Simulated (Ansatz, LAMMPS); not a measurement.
# Structural relaxation of ionic liquid ethylammonium Br-, from a frame at 590 K (144 atoms), part 3 of 3

Wanted: the relaxed structure of ionic liquid ethylammonium Br-, from a frame at 590 K (144 atoms) and its electronic structure.

Ansatz 0.2.0; Kohn-Sham DFT, PBE+D4, PAW (set soft_2), plane waves.

The cell: 24 C, 12 N, 96 H and 12 Br. The network of contacts between molecules at the start is that of the classical potential that made the cell. The density was typed from a rule of thumb and may lie off the real one at this temperature. The Brillouin zone is sampled at Γ only, in a cell whose shortest periodic width is 12 Å.

So far, density (g/cm³): step 5 (distances and neighbours after relaxation) 1.36.

## (6) Single point at the relaxed geometry

The electronic structure is read at the final geometry, in a run of its own.

File input.yaml:

```yaml
crystal:
  lattice:
    - [12.25235, 0.0, 0.0]
    - [0.0, 12.25235, 0.0]
    - [0.0, 0.0, 12.25235]
  atoms:
    - { symbol: C, position: [0.93754, 0.78628, 0.60942] }
    - { symbol: C, position: [0.99203, 0.7647, 0.50017] }
    - { symbol: "N", position: [0.97418, 0.858, 0.42351] }
    - { symbol: H, position: [0.84942, 0.79957, 0.59927] }
    - { symbol: H, position: [0.9727, 0.85831, 0.64951] }
    - { symbol: H, position: [0.94776, 0.71596, 0.66393] }
    - { symbol: H, position: [0.95961, 0.69117, 0.46028] }
    - { symbol: H, position: [0.08088, 0.75542, 0.50828] }
    - { symbol: H, position: [0.01382, 0.92895, 0.45112] }
    - { symbol: H, position: [0.00112, 0.83855, 0.34484] }
    - { symbol: H, position: [0.89083, 0.87501, 0.41507] }
    - { symbol: C, position: [0.48561, 0.19917, 0.04268] }
    - { symbol: C, position: [0.54472, 0.30416, 0.07156] }
    - { symbol: "N", position: [0.48156, 0.40216, 0.03604] }
    - { symbol: H, position: [0.40522, 0.19541, 0.08232] }
    - { symbol: H, position: [0.53429, 0.12944, 0.07074] }
    - { symbol: H, position: [0.4749, 0.19037, 0.95405] }
    - { symbol: H, position: [0.62583, 0.30792, 0.03379] }
    - { symbol: H, position: [0.55618, 0.31212, 0.16007] }
    - { symbol: H, position: [0.52451, 0.47386, 0.05582] }
    - { symbol: H, position: [0.46737, 0.40313, 0.95157] }
    - { symbol: H, position: [0.40718, 0.40545, 0.07808] }
    - { symbol: C, position: [0.11772, 0.11719, 0.19628] }
    - { symbol: C, position: [0.02913, 0.19395, 0.23646] }
    - { symbol: "N", position: [0.07162, 0.26919, 0.3226] }
    - { symbol: H, position: [0.08407, 0.06266, 0.13378] }
    - { symbol: H, position: [0.14966, 0.06669, 0.26307] }
    - { symbol: H, position: [0.1856, 0.1632, 0.15994] }
    - { symbol: H, position: [0.96062, 0.14933, 0.27302] }
    - { symbol: H, position: [0.99577, 0.24386, 0.17022] }
    - { symbol: H, position: [0.08926, 0.22412, 0.39293] }
    - { symbol: H, position: [0.14172, 0.30985, 0.29527] }
    [... 106 atom lines left out ...]
    - { symbol: Br, position: [0.09286, 0.0814, 0.51915] }
    - { symbol: Br, position: [0.01001, 0.7804, 0.16596] }
    - { symbol: Br, position: [0.611, 0.62655, 0.10549] }
    - { symbol: Br, position: [0.32291, 0.7758, 0.46804] }
    - { symbol: Br, position: [0.83152, 0.19191, 0.01003] }
    - { symbol: Br, position: [0.71269, 0.88929, 0.36073] }
kpoints:
  mp_grid: { grid: [1, 1, 1] }
hamiltonian:
  xc: pbe
  dispersion: d4
scf:
  occupations: { method: fixed }
output:
  forces: true
  stress: true
  populations: intrinsic
  dos:
    method: { smearing: { sigma: 0.1 } }
    de: 0.1
    projected: { site_lists: { Br: [Br], C: [C], H: [H], "N": ["N"] } }
  eigenvalues: true
  write_density: true
  write_potential: true
  volumetric_format: npy
  elf: true
```

On the command line:

```sh
$ ansatz run input.yaml --threads 4 --pin off --max-ram 8192MiB --backend cpu --events-out ev --progress --plain --runs-dir out
```

Numbers of over 12 decimals in the logs are rounded to 6 here.

Log:

```text
[...]
Crystal: 144 atoms, lattice volume = 1839.324 Å³
Basis set: ecut = 420 eV, 36041 PW (Γ), exchange–correlation on 180×180×180 points (8 copies of the dense FFT grid, shifted against one another)
Bands: 312, of which v1, the nominal top of the filled ones, is band 168 counted from 1 (167 counted from 0)
Symmetry: 1 space group operations
[...]
k-points: 1
[...]
SCF iter   1: F=—  HF=-45605.931606 eV  |F-HF|=—  |Δ(HF+E_count)|=         —  Δρ=3.52e-3  dr2=4.45e-1  ethr=1.77e-3  ⟨swp⟩=6.0  Hψ=1140  notcnv=0  defer=141
[...]
SCF iter   9: F=-45605.794394 eV  HF=-45605.794394 eV  |F-HF|=3.20e-10  |Δ(HF+E_count)|=   6.94e-9  Δρ=6.36e-7  dr2=7.23e-9  ethr=2.98e-11  ⟨swp⟩=10.0  Hψ=1518  notcnv=0
SCF 1 converged in 9 iterations: F = -45605.794394 eV  dr2 = 7.23e-9
[...]
WARN: The input density's exchange-correlation potential varies sharply where the density is thin. Do not read a vacuum level from v_tot or v_xc, or from such a field of the output density. On a cell that repeats whose density bears no net charge and no dipole along the vacuum's axis use v_es (v_loc + v_h of the components); [...]
SCF converged after 9 iterations
Free energy (F): -45605.794394 eV
[...]
Internal energy: -45605.794394 eV  (E = F + TS)
E sigma→0 (E₀):  -45605.794394 eV
Fermi energy:    -0.771702 eV
[...]
--- Forces (eV/Å), atoms counted from 1 ---
  atom   1  C      0.00279300     0.00230092    -0.00246474
  atom   2  C     -0.00012512    -0.00232674     0.00195472
  atom   3  N      0.00292208     0.00294930    -0.00269387
  atom   4  H     -0.00143944     0.00051598    -0.00006537
  atom   5  H     -0.00221724    -0.00367174     0.00130349
  atom   6  H     -0.00038539    -0.00003346    -0.00014380
  atom   7  H      0.00002406     0.00042230     0.00010870
  atom   8  H     -0.00196557     0.00087342    -0.00040744
  atom   9  H      0.00253122     0.00309964    -0.00338688
  atom  10  H     -0.00189805    -0.00001910     0.01138296
  atom  11  H     -0.00198309    -0.00152535     0.00064397
  atom  12  C      0.00294940     0.00522874     0.00091803
  atom  13  C     -0.00202294    -0.00615586     0.00391647
  atom  14  N     -0.00362088     0.00253196    -0.00007296
[...]
atom 143  Br     0.00260161     0.00184008    -0.00044164
  atom 144  Br     0.00157582    -0.00133571    -0.00025763
  max |Σ_I F_I| component: 3.86e-5 eV/Å
--- Stress (GPa, compression-positive) ---
       -0.273993      -0.037877      -0.037667
       -0.037877      -0.473339       0.097807
       -0.037667       0.097807      -0.281509
  P = ⅓ Tr σ = -0.3429 GPa (-3.429 kbar)
--- Band table (eV) ---
[...]
--- intrinsic populations: 144 sites ---
  site symbol       q [e]
     0      C      4.5406
     1      C      4.2303
     2      N      5.4253
[...]
143     Br      7.6374
  spilling = 0.000000 (of n_electrons = 336.000000)
```

Run time: 27 s. Hardware: 4 threads of Arm Neoverse V1, shared host; peak memory 2.1 GiB.

The program notes that the exchange-correlation potential is rough where the density is thin.

Numbers from this run:

```yaml
free_energy: -45605.7944 eV
free_energy_per_atom: -316.7069 eV/atom
scf_cycles: 9
pressure: -0.3429 GPa
r_m_s_force_component: 0.00364 eV/Å
longest_force: 0.02846 eV/Å
fermi_energy: -0.7717 eV
spacing_of_highest_filled_and_lowest_empty_level: 3.953 eV
```

Intrinsic-atomic-orbital charges by element:

```csv
element,coordination,atoms,mean charge (e),spread,least,most
Br,all,12,-0.657,0.0298,-0.723,-0.614
C,all,24,-0.381,0.158,-0.546,-0.212
H,all,96,0.231,0.0541,0.173,0.328
N,all,12,-0.425,0.0024,-0.428,-0.421
```

Density of states as counts of states in windows of 1 eV (from the Fermi level), total and the larger projections:

```csv
from (eV),to (eV),total,H s,C p,Br p,N p,C s,Br s
-14,-13,28.1,6.7,1.6,0.0,1.9,12.4,4.0
-13,-12,19.4,1.0,0.1,0.0,0.2,0.2,17.9
-12,-11,0.5,0.0,0.0,0.0,0.0,0.0,0.5
-11,-10,24.0,7.3,3.7,0.0,4.0,8.1,0.2
-10,-9,0.0,0.0,0.0,0.0,0.0,0.0,0.0
-9,-8,44.8,11.5,5.8,0.4,25.2,0.4,0.6
-8,-7,3.2,0.8,0.4,0.0,1.9,0.1,0.1
-7,-6,24.0,4.7,10.0,0.1,8.2,0.6,0.1
-6,-5,24.0,7.9,13.1,0.2,2.3,0.0,0.0
-5,-4,35.6,10.0,22.2,0.4,2.3,0.1,0.0
-4,-3,36.4,15.1,19.5,0.6,0.7,0.0,0.0
-3,-2,0.0,0.0,0.0,0.0,0.0,0.0,0.0
-2,-1,23.9,0.7,0.3,21.5,0.8,0.0,0.0
-1,0,46.7,0.7,0.6,43.6,1.3,0.1,0.0
0,1,1.4,0.0,0.0,1.3,0.0,0.0,0.0
1,3,0.0,0.0,0.0,0.0,0.0,0.0,0.0
3,4,1.2,0.5,0.1,0.0,0.0,0.2,0.0
4,5,7.8,3.0,0.5,0.1,0.1,1.0,0.1
```

With fixed occupations the program's Fermi level is the highest filled level; weight inside the gap is the broadening of levels at its edges.

Between -20 and -14 eV lie 24 more states.

The levels nearest the highest filled one (over half full), pooled over k-points and spins:

```csv
level less the highest filled one (eV),occupation
-0.523,2
-0.508,2
-0.436,2
-0.246,2
-0.197,2
0,2
3.95,0
4.68,0
4.79,0
4.92,0
4.96,0
5.06,0
```

ELF in the bc plane at fractional x = 0.081, with atoms of H and N and C and Br within 0.2 Å of it. It is the smooth field of the valence electrons, not physical close to the nuclei.

Values in units of 1e-1, 13 rows by 16 columns, each cell a mean:
```
0.9 0.6 0.0 0.8 1.1 0.1 1.7 6.6 4.0 9.2 8.4 0.7 0.1 0.0 0.0 0.1
8.9 7.6 0.7 4.3 6.8 0.7 1.1 4.4 6.5 4.0 1.4 0.3 1.0 0.5 0.1 2.2
8.8 7.4 0.9 2.6 2.6 0.3 0.1 0.7 1.3 0.5 0.0 0.5 1.1 0.5 0.1 2.2
0.6 0.5 0.6 6.1 5.3 0.3 1.3 7.2 4.6 1.3 0.2 0.0 0.0 0.1 0.0 0.0
4.0 5.2 3.1 0.7 0.4 1.0 1.1 2.0 6.3 9.0 3.4 0.1 0.1 0.3 0.2 1.0
7.9 6.0 8.1 4.3 0.4 7.7 8.8 2.4 4.9 8.5 2.0 4.3 5.9 1.5 0.2 4.6
7.7 3.5 7.9 3.7 0.4 4.3 6.9 1.9 0.2 0.5 0.9 8.3 9.4 2.8 0.6 3.9
5.6 6.6 3.8 6.7 5.9 1.3 0.2 0.1 0.1 0.0 0.2 1.9 2.0 0.8 1.4 1.2
0.6 0.7 0.9 6.9 5.1 5.6 0.6 0.2 0.3 0.1 0.0 0.2 0.4 0.9 0.5 0.1
3.7 5.0 6.0 6.2 5.4 3.3 0.2 0.1 0.1 0.0 0.5 3.1 5.7 4.5 1.4 0.2
6.6 7.6 7.0 4.7 1.7 0.1 0.8 4.1 2.4 0.1 1.9 6.8 8.6 8.1 4.0 0.5
9.3 9.5 3.4 0.5 0.4 0.1 3.8 9.2 5.7 0.2 1.3 6.3 8.2 7.6 3.3 0.8
2.5 2.9 0.4 0.0 0.0 0.1 0.9 4.1 4.4 5.9 4.1 1.1 3.0 2.6 0.7 0.1
```
Columns run along b (12.3 Å), rows up along c (12.3 Å). Atoms in or near the plane, at fractional coordinates: H at (0.76, 0.51), N at (0.27, 0.32), H at (0.06, 0.13), H at (0.22, 0.39), C at (0.52, 0.95), H at (0.60, 0.97), Br at (0.08, 0.52).

Electrostatic potential energy in the bc plane at fractional x = 0.081, with atoms of H and N and C and Br within 0.2 Å of it. With pseudopotentials it is smooth inside the atoms' cores, unlike the true potential.

Ten even steps from '0' (-34 eV) to '9' (5 eV), each cell a mean:
```
99999999999999986000206999999999999
99999999999999996101678999999999999
99999999999999999867999999999999999
87789999999999999999999999999999999
98889999999999999999999999999999999
99999999999999999999999999999999999
99999999999999999999999999999999999
99999999999999999999999999999999999
99999999999999999987589999999999999
98657999999999999986379999999999999
71000699999987899999899998789999999
50000489999988899999999996028999999
83102799999999999999999998678999999
98878986689999999999999999999999999
99999972046899999999999999999999999
99999986000489999999999999999999999
99999886000489999999999999999999999
99987765656899999999999999999999999
99742455789999999999999999888999999
98620478899999999999999998656899999
84037899999999987899999998767899999
97679999999999987899999999999999999
99999999999999998899999999999999999
99999999999999998767878999999999999
```
Columns run along b (12.3 Å; values clipped at the 3rd and 97th percentile), rows up along c (12.3 Å). Atoms in or near the plane, at fractional coordinates: H at (0.76, 0.51), N at (0.27, 0.32), H at (0.06, 0.13), H at (0.22, 0.39), C at (0.52, 0.95), H at (0.60, 0.97), Br at (0.08, 0.52).

Mean intrinsic-atomic-orbital charges: Br -0.66, C -0.38, H +0.23, N -0.43 e. The largest share in the top eV of filled states is Br p (94 % of the projected weight), and in the lowest eV of empty states H s (59 % of the projected weight).

Local excerpt of 8 atoms (numbers count through the whole input) about N124, one of the 12 N atoms; x, y, z are measured from there.

```csv
atom,x,y,z,distance (Å),bonds,intrinsic-atomic-orbital charge (e)
N124,0.00,0.00,0.00,0.00,4,-0.42
H132,-0.48,-0.37,0.84,1.04,1,0.33
H130,0.29,0.97,0.24,1.04,1,0.31
H131,-0.65,0.02,-0.83,1.06,1,0.30
C123,1.21,-0.83,-0.30,1.50,4,-0.22
H129,0.84,-1.84,-0.55,2.09,1,0.19
H128,1.79,-0.90,0.63,2.10,1,0.19
C122,2.03,-0.24,-1.42,2.49,4,-0.54
```

The column of bonds counts only the pairs H-C within 1.34 Å, H-N within 1.27 Å, C-C within 1.85 Å, C-N within 1.79 Å; other neighbours, such as metal atoms beside each other in a compound, aren't counted, and periodic images can show an atom twice.

## (7) Another try, on a changed input

The input is spoilt on purpose; the run shows how that looks.

input.yaml, the sections that differ from step 6:

```yaml
crystal:
  lattice:
    - [12.25235, 0.0, 0.0]
    - [0.0, 12.25235, 0.0]
    - [0.0, 0.0, 12.25235]
  atoms:
    [... the 144 atom lines of step 3 ...]
scf:
  occupations: { method: fixed }
  max_iter: 50
output:
  forces: true
magnetization:
  spin_polarized: true
  initial_magnetization: 15
# kpoints, hamiltonian: as in step 6
```

Log:

```text
Error: inconsistent input (scf.occupations.method, magnetization): a σ = 0 step fill (method: fixed, or a smearing width below the step floor) with no hard lock on the total moment puts the same N_el/2 bands in each spin channel, which gives a total moment of zero, but the starting moments sum to +15.0000 μB; [...]
```

Run time: 0.05 s. Hardware: 4 threads; peak memory 0.073 GiB; 0.07 s of CPU time.

The input was rejected at the start.

The program's message: “Error: inconsistent input (scf.occupations.method, magnetization): a σ = 0 step fill (method: fixed, or a smearing width below the step floor) with no hard lock on the total moment puts the same N_el/ …”

The fault in the input: an impossible spin (magnetization.initial_magnetization = 15 and magnetization.spin_polarized = true). The fix is to take out magnetization.initial_magnetization and take out magnetization.spin_polarized.

## (8) Other settings

Changed here: basis.ecutwfc = "600 eV", magnetization.spin_polarized = true and starting moments = "other".

File input.yaml:

```yaml
crystal:
  lattice:
    - [12.25235, 0.0, 0.0]
    - [0.0, 12.25235, 0.0]
    - [0.0, 0.0, 12.25235]
  atoms:
    - { symbol: C, position: [0.85285, 0.775, 0.57125], spin: 0.2 }
    - { symbol: C, position: [0.92458, 0.74103, 0.48071], spin: 0.2 }
    - { symbol: "N", position: [0.9577, 0.83508, 0.42573], spin: 0.2 }
    - { symbol: H, position: [0.77385, 0.80491, 0.53566], spin: 0.2 }
    - { symbol: H, position: [0.87195, 0.83608, 0.62944], spin: 0.2 }
    - { symbol: H, position: [0.83934, 0.70568, 0.62147], spin: 0.2 }
    - { symbol: H, position: [0.87944, 0.69187, 0.42192], spin: 0.2 }
    - { symbol: H, position: [0.99815, 0.69672, 0.50679], spin: 0.2 }
    - { symbol: H, position: [0.99151, 0.88611, 0.4849], spin: 0.2 }
    - { symbol: H, position: [0.02266, 0.81255, 0.37723], spin: 0.2 }
    - { symbol: H, position: [0.90775, 0.87987, 0.38358], spin: 0.2 }
    - { symbol: C, position: [0.42378, 0.17908, 0.01306], spin: 0.2 }
    - { symbol: C, position: [0.53822, 0.21895, 0.041], spin: 0.2 }
    - { symbol: "N", position: [0.52798, 0.34575, 0.03827], spin: 0.2 }
    - { symbol: H, position: [0.35093, 0.21244, 0.06556], spin: 0.2 }
    - { symbol: H, position: [0.40832, 0.09138, 0.00483], spin: 0.2 }
    - { symbol: H, position: [0.41225, 0.21123, 0.92764], spin: 0.2 }
    - { symbol: H, position: [0.59617, 0.19548, 0.98235], spin: 0.2 }
    - { symbol: H, position: [0.54768, 0.19835, 0.13212], spin: 0.2 }
    - { symbol: H, position: [0.58966, 0.38123, 0.07772], spin: 0.2 }
    - { symbol: H, position: [0.53102, 0.37427, 0.96309], spin: 0.2 }
    - { symbol: H, position: [0.46472, 0.38553, 0.07537], spin: 0.2 }
    - { symbol: C, position: [0.11243, 0.13668, 0.14608], spin: 0.2 }
    - { symbol: C, position: [0.08786, 0.21161, 0.24306], spin: 0.2 }
    - { symbol: "N", position: [0.16334, 0.18185, 0.32664], spin: 0.2 }
    - { symbol: H, position: [0.091, 0.18083, 0.07727], spin: 0.2 }
    - { symbol: H, position: [0.05736, 0.06321, 0.1593], spin: 0.2 }
    - { symbol: H, position: [0.20012, 0.12293, 0.13751], spin: 0.2 }
    - { symbol: H, position: [0.01266, 0.1855, 0.28283], spin: 0.2 }
    - { symbol: H, position: [0.08641, 0.2952, 0.21451], spin: 0.2 }
    - { symbol: H, position: [0.19132, 0.10304, 0.30848], spin: 0.2 }
    - { symbol: H, position: [0.22774, 0.2359, 0.33016], spin: 0.2 }
    [... 106 atom lines left out ...]
    - { symbol: Br, position: [0.13327, 0.00602, 0.53692], spin: 0.2 }
    - { symbol: Br, position: [0.00887, 0.81308, 0.18641], spin: 0.2 }
    - { symbol: Br, position: [0.62303, 0.58681, 0.13859], spin: 0.2 }
    - { symbol: Br, position: [0.40946, 0.82488, 0.46151], spin: 0.2 }
    - { symbol: Br, position: [0.87625, 0.23826, 0.97046], spin: 0.2 }
    - { symbol: Br, position: [0.75075, 0.9935, 0.33872], spin: 0.2 }
kpoints:
  mp_grid: { grid: [1, 1, 1] }
hamiltonian:
  xc: pbe
  dispersion: d4
scf:
  occupations: { method: fixed }
output:
  forces: true
  stress: true
  populations: true
  dos:
    method: { smearing: { sigma: 0.15 } }
    de: 0.1
    projected: { site_lists: { Br: [Br], C: [C], H: [H], "N": ["N"] } }
  eigenvalues: true
basis:
  ecutwfc: "600 eV"
magnetization:
  spin_polarized: true
```

Log:

```text
Error: inconsistent input (scf.occupations.method, magnetization): a σ = 0 step fill (method: fixed, or a smearing width below the step floor) with no hard lock on the total moment puts the same N_el/2 bands in each spin channel, which gives a total moment of zero, but the starting moments sum to +28.8000 μB; [...]
```

The job ended after 0.05 s (4 threads; peak memory 0.074 GiB).

The input was rejected at the start.

The program's message: “Error: inconsistent input (scf.occupations.method, magnetization): a σ = 0 step fill (method: fixed, or a smearing width below the step floor) with no hard lock on the total moment puts the same N_el/ …”

Runs without a result: basis.ecutwfc = "600 eV", magnetization.spin_polarized = true and starting moments = "other" (refused).

## (9) Results

| Quantity | Value |
| --- | --- |
| energy change in the relaxation | -95.06 meV/atom |
| r.m.s. displacement | 1.059 Å |
| largest displacement | 2.283 Å |
| free energy per atom | -316.7069 eV/atom |
| pressure | -0.3429 GPa |
| r.m.s. force component | 0.00364 eV/Å |
| gap (highest filled to lowest empty level) | 3.953 eV |
| wall time of the 3 DFT runs | 6.1 min |

**Reading.** Relaxation lowers the energy by 95.1 meV/atom and moves atoms by 1.1 Å r.m.s.; the r.m.s. force component goes from 1.1 to 0.0036 eV/Å, the pressure goes from 0.86 to -0.34 GPa, and the gap from 3.06 to 3.95 eV. By the final cutoffs no bond was broken or made. First to last step the energy falls by 13.689 eV; the largest move, 2.28 Å, is that of H33. The H-N bonds change most in mean length: from 1.028 Å (spread 0.032) to 1.049 Å (spread 0.005). With the cutoffs above, all C atoms have 4, all H atoms have 1 and all N atoms have 4 bonded neighbours. Filled and empty levels are parted by 3.95 eV (at Γ alone); a semilocal functional tends to put such gaps too low. In a disordered cell it changes from sample to sample and from frame to frame.

What to keep in mind: The network of contacts between molecules at the start is that of the classical potential that made the cell; in DFT atoms moved by 1.1 Å r.m.s.

[Logs are printed without paths, hosts, clocks, repeated set-up lines and the standing remarks that a program may print on its own settings, such as how far it seeks lower states.]

[Hosts, paths, dates, database ids (printed as entryN), source tags and the programs' standing remarks are cut or masked in the printed files.]
